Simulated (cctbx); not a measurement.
# A crystallographic session in cctbx: Ho7Ir3

Library: cctbx 2025.11. The data are simulated by the first script.

## 1. Simulate the data

run.py:

```python
from cctbx import adptbx, crystal, miller, sgtbx, xray
from cctbx.array_family import flex
from iotbx.shelx import hklf
from scitbx import matrix
import scitbx.random

cs = crystal.symmetry(unit_cell=(9.791, 9.791, 5.955, 90, 90, 120), space_group_symbol='Hall: P 6c -2c')  # P6_3mc
atoms = [  # label, site, U (iso, or U11 U22 U33 U12 U13 U23 in A^2), occupancy
    ("Ir1", (0.1909, 0.3818, 0.6858), (0.0213, 0.0215, 0.0129, 0.0107, -0.0006, -0.0011), 1),
    ("Ho1", (0.4606, 0.9212, 0.9407), (0.0156, 0.0135, 0.0158, 0.0067, -0.0008, -0.0016), 1),
    ("Ho2", (0.872, 0.744, 0.7459), (0.0196, 0.0192, 0.0111, 0.0096, 0.0004, 0.0007), 1),
    ("Ho3", (2/3, 1/3, 0.9816), (0.0128, 0.0128, 0.0121, 0.0064, 0.0000, 0.0000), 1),
]
xs = xray.structure(crystal_symmetry=cs)
for label, site, u, occ in atoms:
    u = adptbx.u_cif_as_u_star(cs.unit_cell(), u) if isinstance(u, tuple) else u
    xs.add_scatterer(xray.scatterer(label, site=site, u=u, occupancy=occ))
xs.set_inelastic_form_factors(0.71073, "sasaki")
xs.show_summary()
p1 = xs.expand_to_p1()
ms = miller.build_set(p1, anomalous_flag=True, d_min=0.7)
flex.set_random_seed(70686)
scitbx.random.set_random_seed(70686)
ms = ms.select(flex.random_double(ms.size()) < 0.8)
i = ms.structure_factors_from_scatterers(p1, algorithm="direct").f_calc().as_intensity_array().data()
i = i / flex.sqrt(1 + 0.3 * i / flex.max(i))  # extinction
i = i * 70000 / flex.max(i)
sig = flex.sqrt(i + flex.pow2(0.04 * i) + 4 ** 2)
noise = scitbx.random.variate(scitbx.random.normal_distribution())(i.size())
data = ms.array(data=i + sig * noise, sigmas=sig).set_observation_type_xray_intensity()
with open("data.hkl", "w") as f:
    data.export_as_shelx_hklf(f)
print("reflections written:", data.size(), " <I/sigma> = %.1f" % flex.mean(data.data() / data.sigmas()))
for h, a, b in list(data.sort("data"))[:12]:
    print("%4d%4d%4d %9.1f %7.1f" % (h + (a, b)))
```

```console
$ python run.py
```

```text
Number of scatterers: 4
At special positions: 4
Unit cell: (9.791, 9.791, 5.955, 90, 90, 120)
Space group: P 63 m c (No. 186)
reflections written: 4804  <I/sigma> = 17.8
   0   0   4   71358.4  2812.5
   0   0  -4   70321.1  2708.3
  -2   4   0   61215.9  2321.7
   4  -2   0   60549.6  2321.7
  -4   2   0   58854.0  2321.7
  -2  -2   0   56832.9  2321.7
   2   2   0   56265.1  2321.7
   2  -4   0   53507.5  2321.7
   3   3   0   45296.2  1686.7
  -6   3   0   43166.5  1686.7
  -3  -3   0   41335.7  1686.7
  -3   6   0   41023.1  1686.7
```

It took 0.23 s on 1 thread of Arm Neoverse V2, with other jobs on the host, peak memory 0.07 GiB.

## 2. Refinement (right model, isotropic)

run.py:

```python
import math
from cctbx import adptbx, crystal, maptbx, sgtbx, xray
from cctbx.array_family import flex
from cctbx.xray import observations
from iotbx.shelx import hklf
from scitbx.lstbx import normal_eqns_solving
from smtbx import absolute_structure, utils
from smtbx.refinement import constraints, least_squares

cs = crystal.symmetry(unit_cell=(9.791, 9.791, 5.955, 90, 90, 120), space_group_symbol='Hall: P 6c -2c')  # P6_3mc
atoms = [  # label, site, U (iso, or U11 U22 U33 U12 U13 U23 in A^2), occupancy
    ("Ir1", (0.1909, 0.3818, 0.6876), 0.0200, 1),
    ("Ho1", (0.4591, 0.9182, 0.9447), 0.0200, 1),
    ("Ho2", (0.8779, 0.7559, 0.7401), 0.0200, 1),
    ("Ho3", (2/3, 1/3, 0.9797), 0.0200, 1),
]
xs = xray.structure(crystal_symmetry=cs)
for label, site, u, occ in atoms:
    u = adptbx.u_cif_as_u_star(cs.unit_cell(), u) if isinstance(u, tuple) else u
    xs.add_scatterer(xray.scatterer(label, site=site, u=u, occupancy=occ))
xs.set_inelastic_form_factors(0.71073, "sasaki")
raw = hklf.reader(file_name="data.hkl").as_miller_arrays(crystal_symmetry=cs, anomalous=True)[0]
merged = raw.eliminate_sys_absent().merge_equivalents()
fo2 = merged.array().set_observation_type_xray_intensity()
print("Rint %.3f, %d unique reflections to %.2f A" % (merged.r_int(), fo2.size(), fo2.d_min()))
for sc in xs.scatterers():
    sc.flags.set_grad_site(True)
    sc.flags.set_grad_u_aniso(sc.flags.use_u_aniso())
    sc.flags.set_grad_u_iso(sc.flags.use_u_iso())
obs = fo2.as_xray_observations()
extra = {}
rep = constraints.reparametrisation(xs, [], utils.connectivity_table(xs), **extra)
ls = least_squares.crystallographic_ls(obs, rep, weighting_scheme=least_squares.mainstream_shelx_weighting(a=0, b=0))
print("cycle     R1     wR2    GooF  max shift (A)")
for cycle in range(8):
    ls.build_up()
    r1, wr2, goof = ls.r1_factor(cutoff_factor=2)[0], ls.wR2(), ls.goof()
    old = xs.sites_cart()
    normal_eqns_solving.levenberg_marquardt_iterations(ls, n_max_iterations=3, tau=1e-06, step_threshold=1e-7)
    big = flex.max((xs.sites_cart() - old).norms())
    print("%4d %7.4f %7.4f %7.3f %9.5f" % (cycle + 1, r1, wr2, goof, big))
    ls.build_up(objective_only=True)
    if abs(ls.wR2() - wr2) < 5e-5 and big < 5e-4:
        break
ls.build_up()
print("final R1 %.4f wR2 %.4f GooF %.3f  parameters %d  data/parameter %.1f" % (ls.r1_factor(cutoff_factor=2)[0], ls.wR2(), ls.goof(), ls.n_parameters, fo2.size() / ls.n_parameters))
cov = ls.covariance_matrix_and_annotations()
su = dict(zip(cov.annotations, (math.sqrt(max(v, 0)) for v in cov.matrix.matrix_packed_u_diagonal())))
a2 = cs.unit_cell().reciprocal_parameters()[0] ** -2
print("atom        x        y        z      Ueq    occ   su(xyz)  su(Uiso or U11)")
for sc in xs.scatterers():
    s = max(su.get(sc.label + k, 0) for k in (".x", ".y", ".z"))
    npd = "" if sc.is_positive_definite_u(cs.unit_cell()) else "  NPD"
    print("%-5s %8.5f %8.5f %8.5f %8.4f %6.3f %8.5f %7.4f%s" % ((sc.label,) + sc.site + (sc.u_iso_or_equiv(cs.unit_cell()), sc.occupancy, s, su.get(sc.label + ".uiso", su.get(sc.label + ".u11", 0) * a2), npd)))
fo = fo2.f_sq_as_f()
fc = fo.structure_factors_from_scatterers(xs, algorithm="direct").f_calc()
diff = fo.f_obs_minus_f_calc(1 / math.sqrt(ls.scale_factor()), fc).average_bijvoet_mates()
m = diff.fft_map(symmetry_flags=maptbx.use_space_group_symmetry, resolution_factor=0.25).apply_volume_scaling()
print("difference map: max %.2f min %.2f rms %.2f" % (m.statistics().max(), m.statistics().min(), m.statistics().sigma()))
peaks = m.peak_search(parameters=maptbx.peak_search_parameters(min_distance_sym_equiv=0.6, max_clusters=6)).all()
near = xs.closest_distances(peaks.sites(), distance_cutoff=4)
sps = cs.special_position_settings(min_distance_sym_equiv=0.5)
for k, (x, h) in enumerate(zip(peaks.sites(), peaks.heights())):
    ss = sps.site_symmetry(x)
    print("Q%-3d %7.4f %7.4f %7.4f %4d %7.2f  %.2f A from %s" % ((k + 1,) + tuple(t % 1 for t in ss.exact_site()) + (ss.multiplicity(), h, near.smallest_distances[k], xs.scatterers()[near.i_seqs[k]].label)))
```

```console
$ python run.py
```

```text
Rint 0.032, 581 unique reflections to 0.70 A
cycle     R1     wR2    GooF  max shift (A)
   1  0.2017  0.5224  27.262   0.10575
   2  0.0324  0.0910   4.751   0.00016
final R1 0.0324 wR2 0.0910 GooF 4.751  parameters 11  data/parameter 52.8
atom        x        y        z      Ueq    occ   su(xyz)  su(Uiso or U11)
Ir1    0.19090  0.38180  0.68509   0.0193  1.000  0.00015  0.0002
Ho1    0.46068  0.92136  0.94071   0.0146  1.000  0.00016  0.0002
Ho2    0.87205  0.74410  0.74582   0.0173  1.000  0.00016  0.0002
Ho3    0.66667  0.33333  0.98128   0.0121  1.000  0.00021  0.0003
difference map: max 3.55 min -8.41 rms 0.75
Q1    0.1689  0.3378  0.6897    6    3.62  0.37 A from Ir1
Q2    0.2173  0.4346  0.6711    6    3.30  0.46 A from Ir1
Q3    0.0813  0.2544  0.2470   12    2.62  0.45 A from Ho2
Q4    0.3333  0.6667  0.3182    2    2.28  0.97 A from Ho3
Q5    0.0895  0.4946  0.9493   12    2.12  0.50 A from Ho1
Q6    0.1982  0.3963  0.8523    6    2.03  1.00 A from Ir1
```

Time: 0.54 s.

Figures of merit this high mean that the model is still wrong or incomplete.

## 3. Refinement (right model, anisotropic)

run.py, as its changes from the last script of this kind:

```diff
@@ -12,4 +12,4 @@
-    ("Ir1", (0.1909, 0.3818, 0.6876), 0.0200, 1),
-    ("Ho1", (0.4591, 0.9182, 0.9447), 0.0200, 1),
-    ("Ho2", (0.8779, 0.7559, 0.7401), 0.0200, 1),
-    ("Ho3", (2/3, 1/3, 0.9797), 0.0200, 1),
+    ("Ir1", (0.1909, 0.3818, 0.68509), 0.0193, 1),
+    ("Ho1", (0.46068, 0.92136, 0.94071), 0.0146, 1),
+    ("Ho2", (0.87205, 0.7441, 0.74582), 0.0173, 1),
+    ("Ho3", (2/3, 1/3, 0.98128), 0.0121, 1),
@@ -21,0 +22 @@
+xs.convert_to_anisotropic()
@@ -54,0 +56,4 @@
+fc = fo2.structure_factors_from_scatterers(xs, algorithm="direct").f_calc()
+absolute_structure.flack_analysis(xs, fo2.as_xray_observations()).show()
+h = absolute_structure.hooft_analysis(fo2, fc, scale_factor=ls.scale_factor())
+print("Hooft y: %.3f(%.0f)  Bijvoet pairs: %d" % (h.hooft_y, 1000 * h.sigma_y, h.n_bijvoet_pairs))
```

```console
$ python run.py
```

```text
Rint 0.032, 581 unique reflections to 0.70 A
cycle     R1     wR2    GooF  max shift (A)
   1  0.0324  0.0911   4.794   0.00222
   2  0.0099  0.0209   1.100   0.00000
final R1 0.0099 wR2 0.0209 GooF 1.100  parameters 21  data/parameter 27.7
atom        x        y        z      Ueq    occ   su(xyz)  su(Uiso or U11)
Ir1    0.19089  0.38177  0.68546   0.0183  1.000  0.00003  0.0001
Ho1    0.46060  0.92120  0.94043   0.0149  1.000  0.00004  0.0001
Ho2    0.87201  0.74402  0.74560   0.0164  1.000  0.00004  0.0001
Ho3    0.66667  0.33333  0.98129   0.0123  1.000  0.00005  0.0001
Flack x: 0.011(8)
Hooft y: 0.006(9)  Bijvoet pairs: 264
difference map: max 0.63 min -1.61 rms 0.27
Q1    0.0141  0.2703  0.4147   12    0.64  1.56 A from Ho2
Q2    0.0840  0.1680  0.5481    6    0.62  1.95 A from Ho2
Q3    0.1400  0.5003  0.7556   12    0.54  1.39 A from Ho1
Q4    0.2039  0.5438  0.0247   12    0.52  1.30 A from Ho1
Q5    0.1506  0.5085  0.0917   12    0.51  1.27 A from Ho1
Q6    0.0975  0.4354  0.7974   12    0.51  1.41 A from Ho1
```

Time: 0.51 s.

## 4. Refinement

run.py, as its changes from the last script of this kind:

```diff
@@ -21 +21 @@
-xs.set_inelastic_form_factors(0.71073, "sasaki")
+# no anomalous dispersion
@@ -36 +36 @@
-for cycle in range(8):
+for cycle in range(12):
@@ -56,4 +55,0 @@
-fc = fo2.structure_factors_from_scatterers(xs, algorithm="direct").f_calc()
-absolute_structure.flack_analysis(xs, fo2.as_xray_observations()).show()
-h = absolute_structure.hooft_analysis(fo2, fc, scale_factor=ls.scale_factor())
-print("Hooft y: %.3f(%.0f)  Bijvoet pairs: %d" % (h.hooft_y, 1000 * h.sigma_y, h.n_bijvoet_pairs))
```

```console
$ python run.py
```

```text
Rint 0.032, 581 unique reflections to 0.70 A
cycle     R1     wR2    GooF  max shift (A)
   1  0.0362  0.1043   5.490   0.00181
   2  0.0186  0.0531   2.798   0.00000
final R1 0.0186 wR2 0.0531 GooF 2.798  parameters 21  data/parameter 27.7
atom        x        y        z      Ueq    occ   su(xyz)  su(Uiso or U11)
Ir1    0.19088  0.38176  0.68538   0.0190  1.000  0.00008  0.0002
Ho1    0.46061  0.92122  0.94048   0.0147  1.000  0.00009  0.0002
Ho2    0.87201  0.74402  0.74563   0.0163  1.000  0.00009  0.0002
Ho3    0.66667  0.33333  0.98131   0.0122  1.000  0.00013  0.0002
difference map: max 0.59 min -1.63 rms 0.27
Q1    0.0134  0.2723  0.4096   12    0.62  1.55 A from Ho2
Q2    0.1378  0.4951  0.7538   12    0.59  1.42 A from Ho1
Q3    0.1439  0.5019  0.0999   12    0.58  1.29 A from Ho1
Q4    0.0836  0.1672  0.5579    6    0.57  1.97 A from Ir1
Q5    0.0749  0.3943  0.1206   12    0.53  1.77 A from Ho1
Q6    0.2101  0.5486  0.0245   12    0.49  1.34 A from Ho1
```

Time: 0.52 s.

This run holds a fault made on purpose: anomalous dispersion left out.

## 5. Refinement

run.py, as its changes from the last script of this kind:

```diff
@@ -21 +21 @@
-# no anomalous dispersion
+xs.set_inelastic_form_factors(0.71073, "sasaki")
@@ -24 +24 @@
-merged = raw.eliminate_sys_absent().merge_equivalents()
+merged = raw.eliminate_sys_absent().resolution_filter(d_min=1.3).merge_equivalents()
```

```console
$ python run.py
```

```text
Rint 0.031, 103 unique reflections to 1.32 A
cycle     R1     wR2    GooF  max shift (A)
   1  0.0196  0.0461   2.837   0.00374
   2  0.0125  0.0222   1.362   0.00001
final R1 0.0125 wR2 0.0222 GooF 1.362  parameters 21  data/parameter 4.9
atom        x        y        z      Ueq    occ   su(xyz)  su(Uiso or U11)
Ir1    0.19080  0.38159  0.68518   0.0178  1.000  0.00016  0.0006
Ho1    0.46061  0.92122  0.94012   0.0136  1.000  0.00018  0.0007
Ho2    0.87201  0.74403  0.74567   0.0158  1.000  0.00018  0.0007
Ho3    0.66667  0.33333  0.98191   0.0109  1.000  0.00024  0.0007
difference map: max 0.57 min -0.84 rms 0.21
Q1    0.1277  0.4626  0.8034   12    0.57  1.35 A from Ho1
Q2    0.0009  0.2056  0.3713   12    0.47  1.32 A from Ho2
Q3    0.0671  0.1341  0.5684    6    0.43  2.16 A from Ho2
Q4    0.1158  0.4512  0.1090   12    0.41  1.48 A from Ho1
Q5    0.1333  0.4667  0.6500   12    0.39  1.23 A from Ir1
Q6    0.2672  0.5345  0.3356    6    0.38  1.42 A from Ho3
```

Time: 0.49 s.

This run holds a fault made on purpose: data cut at low resolution.

## 6. Refinement

run.py, as its changes from the last script of this kind:

```diff
@@ -12,4 +12,4 @@
-    ("Ir1", (0.1909, 0.3818, 0.68509), 0.0193, 1),
-    ("Ho1", (0.46068, 0.92136, 0.94071), 0.0146, 1),
-    ("Ho2", (0.87205, 0.7441, 0.74582), 0.0173, 1),
-    ("Ho3", (2/3, 1/3, 0.98128), 0.0121, 1),
+    ("Ir1", (0.1925, 0.385, 0.6916), 0.0200, 1),
+    ("Ho1", (0.4383, 0.8767, 1.01), 0.0200, 1),
+    ("Ho2", (0.8992, 0.7985, 0.8138), 0.0200, 1),
+    ("Ho3", (2/3, 1/3, 1.0859), 0.0200, 1),
@@ -22 +21,0 @@
-xs.convert_to_anisotropic()
@@ -24 +23 @@
-merged = raw.eliminate_sys_absent().resolution_filter(d_min=1.3).merge_equivalents()
+merged = raw.eliminate_sys_absent().merge_equivalents()
@@ -36 +35 @@
-for cycle in range(12):
+for cycle in range(10):
@@ -40 +39 @@
-    normal_eqns_solving.levenberg_marquardt_iterations(ls, n_max_iterations=3, tau=1e-06, step_threshold=1e-7)
+    normal_eqns_solving.levenberg_marquardt_iterations(ls, n_max_iterations=3, tau=0.0001, step_threshold=1e-7)
```

```console
$ python run.py
```

```text
Rint 0.032, 581 unique reflections to 0.70 A
cycle     R1     wR2    GooF  max shift (A)
   1  0.8215  0.9672  50.471   0.02219
   2  0.8077  0.9623  50.214   0.02602
   3  0.7880  0.9546  49.815   0.03104
   4  0.7584  0.9416  49.136   0.03788
   5  0.7126  0.9177  47.887   0.05274
   6  0.6568  0.8809  45.969   0.05455
   7  0.6136  0.8497  44.340   0.04699
   8  0.5766  0.8246  43.030   0.04385
   9  0.5375  0.7976  41.619   0.04191
  10  0.4913  0.7640  39.869   0.03853
final R1 0.4354 wR2 0.7207 GooF 37.608  parameters 11  data/parameter 52.8
atom        x        y        z      Ueq    occ   su(xyz)  su(Uiso or U11)
Ir1    0.18953  0.37906  0.70194   0.0149  1.000  0.00260  0.0025
Ho1    0.45815  0.91630  1.00883   0.0256  1.000  0.00322  0.0037
Ho2    0.87699  0.75397  0.81219   0.0287  1.000  0.00326  0.0039
Ho3    0.66667  0.33333  1.07502   0.0148  1.000  0.00267  0.0036
difference map: max 206.28 min -87.55 rms 14.82
Q1    0.3333  0.6667  0.5283    2  206.29  0.28 A from Ho3
Q2    0.1926  0.3851  0.7248    6  186.58  0.15 A from Ir1
Q3    0.0749  0.5375  0.9953    6  177.08  0.11 A from Ho1
Q4    0.1290  0.2581  0.2990    6  174.78  0.13 A from Ho2
Q5    0.3333  0.6667  0.9355    2   74.36  2.15 A from Ho3
Q6    0.0000  0.0000  0.0385    2   53.47  2.48 A from Ho2
```

It took 1.4 s on 1 thread of Arm Neoverse V2 (shared host), peak memory 0.09 GiB.

This run holds a fault made on purpose: start far from the minimum.

[Logs are printed without paths, hosts, clocks, repeated set-up lines and the standing remarks that a program may print on its own settings, such as how far it seeks lower states.]
